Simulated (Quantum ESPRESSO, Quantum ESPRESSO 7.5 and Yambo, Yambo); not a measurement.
## Excitons of MoS2 (P6_3/mmc) on ever denser meshes

How far does the k mesh set the exciton binding of MoS2 (P6_3/mmc)?

Method: PBE and many-body steps on it, plane waves, in Quantum ESPRESSO 7.5 and Yambo 5.3.0.

Most raw output is cut from this account.

The database entry behind the starting cell differs from later determinations by our own check (about 0.3 % long), so it need not match the best structure at ambient conditions.

## (1) Set-up

Symmetry: P6_3/mmc, No. 194, hexagonal system. Conventional cell: a = 3.169 Å, b = 3.169 Å, c = 12.324 Å, α = 90.00°, β = 90.00°, γ = 120.00°. Nearest to Mo lie 6 S at 2.41 Å. Nearest to S lie 3 Mo at 2.41 Å. Farther neighbours and most contacts between anions are not listed.

The cell and positions come from the Crystallography Open Database and are kept as given unless a step says otherwise.

## (2) Empty states on the mesh, 3×3×1 mesh, 112 bands

This step: Quantum ESPRESSO 7.5; DFT, PBE, plane waves, norm-conserving pseudopotentials.

The sums over transitions need many empty states on a uniform mesh; this step solves for them.

File pw.in:

```
&control
  calculation = 'nscf'
  prefix = 'x'
  outdir = 'o'
  pseudo_dir = 'pseudo'
/
&system
  ibrav = 0
  nat = 6
  ntyp = 2
  ecutwfc = 72.0
  nbnd = 112
  force_symmorphic = .true.
/
&electrons
  conv_thr = 1e-9
  electron_maxstep = 80
  diago_full_acc = .true.
  diago_thr_init = 5e-6
/
ATOMIC_SPECIES
  Mo 95.95 Mo.upf
  S 32.06 S.upf
CELL_PARAMETERS angstrom
  3.1690000000 -0.0000000000 0.0000000000
  -1.5845000000 2.7444345046 0.0000000000
  0.0000000000 0.0000000000 12.3240000000
ATOMIC_POSITIONS crystal
  Mo 0.3333333333 0.6666666667 0.2500000000
  Mo 0.6666666667 0.3333333333 0.7500000000
  S 0.3333333333 0.6666666667 0.6230000000
  S 0.6666666667 0.3333333333 0.1230000000
  S 0.3333333333 0.6666666667 0.8770000000
  S 0.6666666667 0.3333333333 0.3770000000
K_POINTS automatic
  3 3 1 0 0 0
```

The run is started by

```sh
$ OMP_NUM_THREADS=1 mpirun -n 16 pw.x -nk 4 -in pw.in > pw.out
```

Elapsed: 3.3 s, on 16 MPI ranks of Arm Neoverse V2, shared host; peak memory 0.94 GiB; 51 s of CPU time.

This step gave:

| Quantity | Value |
| --- | --- |
| gap | 1.052 eV |
| k of the valence top | 0, 0, 0 |
| k of the conduction bottom | 0.3333, 0.3333, 0 |
| least direct gap | 1.654 eV |
| k points computed | 3 |
| lowest point of the top converged band, above the valence top | 38.63 eV |

On this mesh the gap is 1.052 eV.

The density comes from a self-consistent run that is not shown.

## (3) Conversion and set-up

This step: Yambo 5.3.0; conversion and set-up on PBE, plane waves, norm-conserving pseudopotentials.

The states are converted to the many-body program's format and the q mesh is built.

The run is started by

```sh
$ (cd o/x.save; p2y > p2y.log; mv SAVE ../..); yambo > setup.log
```

The job ended after 2 s (1 MPI rank; peak memory 0.24 GiB).

## (4) Screening and self-energy, 3×3×1 mesh, 112 bands, screening to 95.2 eV

G0W0 replaces the xc potential by the self-energy, built once from these orbitals. Only a window of levels is corrected, while the sums run over the empty bands that the input names.

This step: G0W0 on PBE, plane waves, norm-conserving pseudopotentials.

File gw1.in:

```
HF_and_locXC
gw0
dyson
ppa
em1d
rim_cut
RandQpts= 1000000
RandGvec= 1 RL
EXXRLvcs= 72 Ry
VXCRLvcs= 288 Ry
Chimod= "HARTREE"
% BndsRnXp
 1 | 112 |
%
NGsBlkXp= 7 Ry
% LongDrXp
 1 | 1 | 1 |
%
% GbndRnge
 1 | 112 |
%
DysSolver= "n"
ExtendOut
PPAPntXp= 27.21138 eV
% QPkrange
 1 | 1 | 25 | 28 |
 3 | 3 | 25 | 28 |
%
```

The run is started by

```sh
$ OMP_NUM_THREADS=2 mpirun -n 8 yambo -F gw1.in -J gw1 -C gw1 > gw1.log
```

Wall time 8.2 s (8 MPI ranks); peak memory 3.5 GiB.

Numbers from this step:

| Quantity | Value |
| --- | --- |
| G0W0 gap on the points computed | 1.740 eV |
| starting gap on the mesh | 1.052 eV |
| k of the valence top | 0, 0, 0 |
| k of the conduction bottom | 0.3333, 0.3333, 0 |
| least direct G0W0 gap on the computed points | 2.303 eV |

The gap on the mesh goes from 1.05 eV to 1.74 eV, a correction of +0.69 eV.

The gap opens by 0.688 eV; the next steps shift the empty bands rigidly by 0.650 eV, the correction at the start's least direct gap. The exciton steps add spin-orbit coupling, which this shift does not hold.

## (5) Empty states on the mesh, 3×3×1 mesh, 102 bands

This step: Quantum ESPRESSO 7.5; DFT, PBE with spin-orbit coupling, plane waves, norm-conserving pseudopotentials.

Changes to pw.in since step 2:

```diff
@@ -11,4 +11,6 @@
   ecutwfc = 72.0
-  nbnd = 112
+  nbnd = 102
   force_symmorphic = .true.
+  noncolin = .true.
+  lspinorb = .true.
 /
```

The run is started by

```sh
$ OMP_NUM_THREADS=1 mpirun -n 16 pw.x -nk 4 -in pw.in > pw.out
```

It took 7.1 s on 16 MPI ranks; peak memory 1.2 GiB; 1.9 min of CPU time.

This step gave:

| Quantity | Value |
| --- | --- |
| gap | 1.045 eV |
| k of the valence top | 0, 0, 0 |
| k of the conduction bottom | 0.3333, 0.3333, 0 |
| least direct gap | 1.622 eV |
| k points computed | 3 |
| lowest point of the top converged band, above the valence top | 12.91 eV |

On this mesh the gap is 1.045 eV.

The density comes from a self-consistent run that is not shown, made with spin-orbit coupling and fully relativistic files.

## (6) Conversion and set-up

This step: Yambo 5.3.0; conversion and set-up on PBE with spin-orbit coupling, plane waves, norm-conserving pseudopotentials.

The run is started by

```sh
$ (cd o/x.save; p2y > p2y.log; mv SAVE ../..); yambo > setup.log
```

The job ended after 2.3 s (1 MPI rank; peak memory 0.24 GiB).

## (7) Excitons

Light makes an electron and a hole together. The Bethe-Salpeter equation adds their screened attraction and their exchange, in a window of bands around the gap.

This step: Bethe-Salpeter equation on PBE with a scissors shift with spin-orbit coupling, plane waves, norm-conserving pseudopotentials.

File bse3.in:

```
optics
bss
bse
em1s
dipoles
rim_cut
RandQpts= 1000000
RandGvec= 1 RL
Chimod= "HARTREE"
BSKmod= "SEX"
BSEmod= "resonant"
BSSmod= "d"
BSENGexx= 20 Ry
BSENGBlk= 4 Ry
% BSEQptR
 1 | 1 |
%
% BSEBands
 47 | 60 |
%
% BEnRange
 0 | 4 | eV
%
% BDmRange
 0.1 | 0.1 | eV
%
BEnSteps= 81
% BLongDir
 1 | 0 | 0 |
%
% BndsRnXs
 17 | 102 |
%
NGsBlkXs= 4 Ry
% LongDrXs
 1 | 1 | 1 |
%
% KfnQP_E
 0.65 | 1.0 | 1.0 |
%
WRbsWF
FFTGvecs= 32 Ry
```

The run is started by

```sh
$ OMP_NUM_THREADS=4 mpirun -n 4 yambo -F bse3.in -J bse3 -C bse3 > bse3.log
```

Run time: 4.5 s. Hardware: 4 MPI ranks; peak memory 1.2 GiB.

Numbers from this step:

| Quantity | Value |
| --- | --- |
| transitions in the window | 432 |
| direct gap of the transition levels | 2.272 eV |
| lowest state | 1.679 eV |
| first strong exciton (over a fiftieth of the strongest listed) | 1.716 eV |
| binding of the lowest state below the direct gap | 0.5924 eV |
| Coulomb term of one mesh cell | 0.2867 eV |

The lowest state lies at 1.679 eV, 0.592 eV under the direct gap.

Lines within 3 meV are set at the lowest of them, and the highest group, which the list may cut short, is left out. Exciton lines, with heights relative to the strongest:

```
position (eV)  lines merged  strength, relative
        1.679             4                 0.0
        1.716             2                  22
        1.722             2                 8.5
        1.818             4                 0.0
        1.911             2                  32
        1.917             2                 100
```

Field along x; broadening 0.1 eV; transition window only. Limits: finite bands, cutoff and mesh; coarse k mesh. Table of ε₂ by photon energy; read off at these points:

| photon energy (eV) | BSE | no electron-hole interaction |
| --- | --- | --- |
| 0.00 | 0.245 | 0.169 |
| 0.10 | 0.270 | 0.183 |
| 0.20 | 0.300 | 0.199 |
| 0.30 | 0.335 | 0.217 |
| 0.45 | 0.401 | 0.249 |
| 0.55 | 0.458 | 0.274 |
| 0.65 | 0.528 | 0.304 |
| 0.75 | 0.617 | 0.339 |
| 0.85 | 0.733 | 0.382 |
| 0.95 | 0.887 | 0.433 |
| 1.10 | 1.24 | 0.533 |
| 1.20 | 1.61 | 0.621 |
| 1.30 | 2.20 | 0.735 |
| 1.40 | 3.23 | 0.885 |
| 1.50 | 5.29 | 1.09 |
| 1.60 | 10.3 | 1.38 |
| 1.75 | 25.8 | 2.13 |
| 1.85 | 42.1 | 3.04 |
| 1.90 | 55.4 | 3.76 |
| 1.95 | 50.2 | 4.76 |
| 2.05 | 20.6 | 8.55 |
| 2.15 | 9.52 | 19.0 |
| 2.25 | 5.83 | 43.5 |
| 2.40 | 4.68 | 32.5 |
| 2.50 | 3.82 | 37.7 |
| 2.60 | 2.72 | 18.2 |
| 2.70 | 2.37 | 8.83 |
| 2.80 | 2.44 | 5.65 |
| 2.90 | 2.89 | 3.69 |
| 3.05 | 4.93 | 2.56 |
| 3.15 | 8.97 | 2.36 |
| 3.25 | 20.4 | 2.46 |
| 3.35 | 30.6 | 2.84 |
| 3.45 | 29.6 | 3.77 |
| 3.55 | 24.0 | 5.97 |
| 3.70 | 13.7 | 14.8 |
| 3.80 | 12.0 | 30.7 |
| 3.90 | 10.3 | 36.0 |
| 4.00 | 11.9 | 24.8 |

## (8) Empty states on the mesh, 6×6×2 mesh, 102 bands

This step: Quantum ESPRESSO 7.5; DFT, PBE with spin-orbit coupling, plane waves, norm-conserving pseudopotentials.

Changes to pw.in since step 5:

```diff
@@ -37,2 +37,2 @@
 K_POINTS automatic
-  3 3 1 0 0 0
+  6 6 2 0 0 0
```

The run is started by

```sh
$ OMP_NUM_THREADS=1 mpirun -n 16 pw.x -nk 4 -in pw.in > pw.out
```

Elapsed: 20 s, on 16 MPI ranks; peak memory 1.4 GiB; 5.3 min of CPU time.

This step gave:

* gap: 0.8831 eV
* k of the valence top: 0, 0, 0
* k of the conduction bottom: 0.1667, 0.1667, 0
* least direct gap: 1.622 eV
* k points computed: 14
* lowest point of the top converged band, above the valence top: 12.88 eV

On this mesh the gap is 0.883 eV.

## (9) Conversion and set-up

This step: Yambo 5.3.0; conversion and set-up on PBE with spin-orbit coupling, plane waves, norm-conserving pseudopotentials.

The run is started by

```sh
$ (cd o/x.save; p2y > p2y.log; mv SAVE ../..); yambo > setup.log
```

Elapsed: 3.3 s, on 1 MPI rank; peak memory 0.25 GiB.

## (10) k mesh (6×6×2)

This step: Bethe-Salpeter equation on PBE with a scissors shift with spin-orbit coupling, plane waves, norm-conserving pseudopotentials.

bse5.in, as its differences from bse3.in of step 7:

```diff
@@ -18,3 +18,3 @@
 % BSEBands
- 47 | 60 |
+ 49 | 60 |
 %
```

The run is started by

```sh
$ OMP_NUM_THREADS=4 mpirun -n 4 yambo -F bse5.in -J bse5 -C bse5 > bse5.log
```

The job ended after 54 s (4 MPI ranks; peak memory 1.6 GiB).

Numbers from this step:

- transitions in the window: 2304
- direct gap of the transition levels: 2.272 eV
- lowest state: 1.969 eV
- first strong exciton (over a fiftieth of the strongest listed): 1.984 eV
- binding of the lowest state below the direct gap: 0.3030 eV
- Coulomb term of one mesh cell: 0.1677 eV

The binding is 1.8 times the screened Coulomb term of one mesh cell (0.17 eV), so it is not shown settled.

The lowest state lies at 1.969 eV, 0.303 eV under the direct gap.

Field along x; broadening 0.1 eV; transition window only. Limits: finite bands, cutoff and mesh; exciton not shown settled in the k mesh. Table of ε₂ by photon energy; read off at these points:

```csv
photon energy (eV),BSE,no electron-hole interaction
0.00,0.114,0.0936
0.15,0.128,0.104
0.30,0.145,0.116
0.40,0.158,0.125
0.55,0.183,0.142
0.70,0.214,0.162
0.85,0.254,0.187
0.95,0.289,0.208
1.10,0.358,0.246
1.25,0.460,0.298
1.40,0.626,0.370
1.50,0.806,0.436
1.65,1.32,0.584
1.80,2.85,0.844
1.95,9.17,1.40
2.05,11.7,2.26
2.10,12.0,3.08
2.20,8.77,6.78
2.35,4.20,11.3
2.50,3.61,10.4
2.60,4.98,5.60
2.75,11.9,4.02
2.90,19.6,7.11
3.05,25.6,13.2
3.10,25.7,14.4
3.15,24.1,15.9
3.30,24.7,24.6
3.45,14.4,24.2
3.60,14,18.3
3.70,9.02,15.3
3.85,4.64,15.3
4.00,2.69,9.25
```

The window of bands is narrower than in the first exciton run, so this row is not like for like with it.

## (11) Empty states on the mesh, 9×9×2 mesh, 102 bands

This step: Quantum ESPRESSO 7.5; DFT, PBE with spin-orbit coupling, plane waves, norm-conserving pseudopotentials.

Changes to pw.in since step 8:

```diff
@@ -37,2 +37,2 @@
 K_POINTS automatic
-  6 6 2 0 0 0
+  9 9 2 0 0 0
```

The run is started by

```sh
$ OMP_NUM_THREADS=1 mpirun -n 16 pw.x -nk 4 -in pw.in > pw.out
```

The job ended after 30 s (16 MPI ranks; peak memory 1.4 GiB; 8.1 min of CPU time).

This step gave:

* gap: 0.9581 eV
* k of the valence top: 0, 0, 0
* k of the conduction bottom: 0.1111, 0.2222, 0
* least direct gap: 1.622 eV
* k points computed: 24
* lowest point of the top converged band, above the valence top: 12.91 eV

On this mesh the gap is 0.958 eV.

## (12) Conversion and set-up

This step: Yambo 5.3.0; conversion and set-up on PBE with spin-orbit coupling, plane waves, norm-conserving pseudopotentials.

The run is started by

```sh
$ (cd o/x.save; p2y > p2y.log; mv SAVE ../..); yambo > setup.log
```

It took 4.3 s on 1 MPI rank; peak memory 0.26 GiB.

## (13) k mesh (9×9×2)

This step: Bethe-Salpeter equation on PBE with a scissors shift with spin-orbit coupling, plane waves, norm-conserving pseudopotentials.

bse7.in, as its differences from bse5.in of step 10:

```diff
@@ -18,3 +18,3 @@
 % BSEBands
- 49 | 60 |
+ 49 | 56 |
 %
```

The run is started by

```sh
$ OMP_NUM_THREADS=4 mpirun -n 4 yambo -F bse7.in -J bse7 -C bse7 > bse7.log
```

It took 1.9 min on 4 MPI ranks; peak memory 2 GiB.

This step gave:

| Item | Value |
| --- | --- |
| transitions in the window | 2592 |
| direct gap of the transition levels | 2.272 eV |
| lowest state | 2.088 eV |
| first strong exciton (over a fiftieth of the strongest listed) | 2.097 eV |
| binding of the lowest state below the direct gap | 0.1840 eV |
| Coulomb term of one mesh cell | 0.1305 eV |

The binding is 1.4 times the screened Coulomb term of one mesh cell (0.13 eV), so it is not shown settled.

The lowest state lies at 2.088 eV, 0.184 eV under the direct gap.

Field along x; broadening 0.1 eV; transition window only. Limits: finite bands, cutoff and mesh; exciton not shown settled in the k mesh. The ε₂ by photon energy; read off at these points:

```csv
photon energy (eV),BSE,no electron-hole interaction
0.00,0.0854,0.0731
0.10,0.0918,0.0782
0.20,0.0991,0.0838
0.30,0.107,0.0901
0.45,0.122,0.101
0.55,0.133,0.109
0.65,0.146,0.119
0.75,0.161,0.130
0.85,0.179,0.143
0.95,0.201,0.157
1.10,0.242,0.184
1.20,0.277,0.207
1.30,0.323,0.234
1.40,0.382,0.268
1.50,0.462,0.311
1.60,0.578,0.367
1.75,0.891,0.492
1.85,1.33,0.627
1.95,2.37,0.849
2.05,5.14,1.28
2.15,6.73,2.31
2.25,6.37,4.86
2.40,4.45,5.30
2.50,4.46,5.54
2.60,7.40,3.87
2.70,12.9,4.23
2.80,17.1,7.11
2.90,18.2,11.3
3.05,19.2,20.7
3.15,18.1,19.0
3.25,16.7,17.2
3.35,17.7,19.3
3.45,15.1,18.3
3.55,9.04,17.3
3.70,5.60,12.3
3.80,3.30,9.53
3.90,2.05,5.81
4.00,1.31,3.42
```

The window of bands is narrower than in the first exciton run, so this row is not like for like with it.

## (14) Spectrum in a wider window

File bse8.in:

```
optics
bss
bse
em1s
dipoles
rim_cut
RandQpts= 1000000
RandGvec= 1 RL
Chimod= "HARTREE"
BSKmod= "SEX"
BSEmod= "resonant"
BSSmod= "h"
BSENGexx= 20 Ry
BSENGBlk= 4 Ry
% BSEQptR
 1 | 1 |
%
% BSEBands
 45 | 64 |
%
% BEnRange
 0 | 7 | eV
%
% BDmRange
 0.1 | 0.1 | eV
%
BEnSteps= 141
% BLongDir
 1 | 0 | 0 |
%
% BndsRnXs
 17 | 102 |
%
NGsBlkXs= 4 Ry
% LongDrXs
 1 | 1 | 1 |
%
% KfnQP_E
 0.65 | 1.0 | 1.0 |
%
BSHayTrs= -0.02
FFTGvecs= 32 Ry
```

The run is started by

```sh
$ OMP_NUM_THREADS=4 mpirun -n 4 yambo -F bse8.in -J bse8,bse7_W -C bse8 > bse8.log
```

Wall time 2 min (4 MPI ranks); peak memory 4 GiB.

Numbers from this step:

```
transitions in the window           : 15552
direct gap of the transition levels : 2.272 eV
```

Field along x; broadening 0.1 eV; transition window only. Limits: finite bands, cutoff and mesh; exciton not shown settled in the k mesh. The ε₂ by photon energy; read off at these points:

```csv
photon energy (eV),BSE,no electron-hole interaction
0.000,0.140,0.118
0.250,0.166,0.139
0.500,0.201,0.165
0.750,0.249,0.199
1.000,0.318,0.247
1.250,0.428,0.318
1.500,0.626,0.432
1.750,1.10,0.646
2.000,3.71,1.23
2.250,6.60,5.15
2.500,5.50,6.00
2.750,19.4,6.36
2.950,29.3,17.5
3.000,29.1,22.3
3.100,28.2,26.1
3.250,26.3,24.7
3.500,21.0,23.7
3.750,14.5,22.1
4.000,11.0,14.4
4.250,10.3,12.4
4.500,6.49,9.28
4.750,8.06,7.18
5.000,4.48,7.46
5.250,3.78,6.23
5.500,2.33,4.17
5.750,3.88,3.25
6.000,1.26,4.34
6.250,0.518,1.30
6.500,0.297,0.514
6.750,0.214,0.311
7.000,0.168,0.226
```

## (15) The runs together

Times are wall times on 4 MPI ranks of Arm Neoverse V2, shared host, good to a factor of about two.

```csv
run,mesh,transitions,broadening (eV),direct gap (eV),lowest state (eV),binding (eV),mesh cell's term (eV),tallest peak (eV),height,time
excitons,3×3×1,432,0.1,2.272,1.679,0.592,0.287,1.90,55.4,4.5 s
k mesh (6×6×2),6×6×2,2304,0.1,2.272,1.969,0.303,0.168,3.10,25.7,54 s
k mesh (9×9×2),9×9×2,2592,0.1,2.272,2.088,0.184,0.130,3.05,19.2,1.9 min
spectrum in a wider window,9×9×2,15552,0.1,2.272,-,-,-,2.95,29.3,2 min
```

## (16) Results

| Quantity | Value |
| --- | --- |
| excitons | lowest state 1.679 eV |
| k mesh (6×6×2) | lowest state 1.969 eV (not settled in the k mesh) |
| k mesh (9×9×2) | lowest state 2.088 eV (not settled in the k mesh) |
| spectrum in a wider window | tallest peak 3.0 eV |

**Reading.** On the 3×3×1 mesh the lowest exciton lies at 1.679 eV, 0.592 eV below the direct gap; one cell of the mesh carries a screened Coulomb term of 0.29 eV by a cubic estimate, rough for this lattice, so this binding is not shown settled. That state is dark or weak; the first strong one lies at 1.716 eV. Bindings below are those of the lowest state. k mesh (6×6×2), against «excitons (3×3×1)»: the lowest state moves by +0.289 eV (keys changed: BSEBands, the mesh and the band window). k mesh (9×9×2), against «k mesh (6×6×2)»: the lowest state moves by +0.119 eV (keys changed: BSEBands, the mesh and the band window). Spectrum in a wider window, against «k mesh (9×9×2)»: the tallest peak goes from 3.05 eV to 2.95 eV (keys changed: BSEBands, BSSmod, BSHayTrs, BEnRange, BEnSteps and the band window). Lines within a few meV of each other can be one level split by numerical noise, or distinct levels. Screening is static and electronic alone, and only transitions inside the band window count. The 3×3×1 mesh is coarse for this cell, which bears on the long-range parts of exchange and screening.

[Paths, hosts, dates, memory and timing lines, banners, echoed tables and standing remarks are left out of the program output.]

[Logs are printed without paths, hosts, clocks, repeated set-up lines and the standing remarks that a program may print on its own settings, such as how far it seeks lower states.]

[Runs of the session that timed out or met a known fault of the program may be left out.]

[Hosts, paths, dates, database ids (printed as entryN), source tags and the programs' standing remarks are cut or masked in the printed files.]
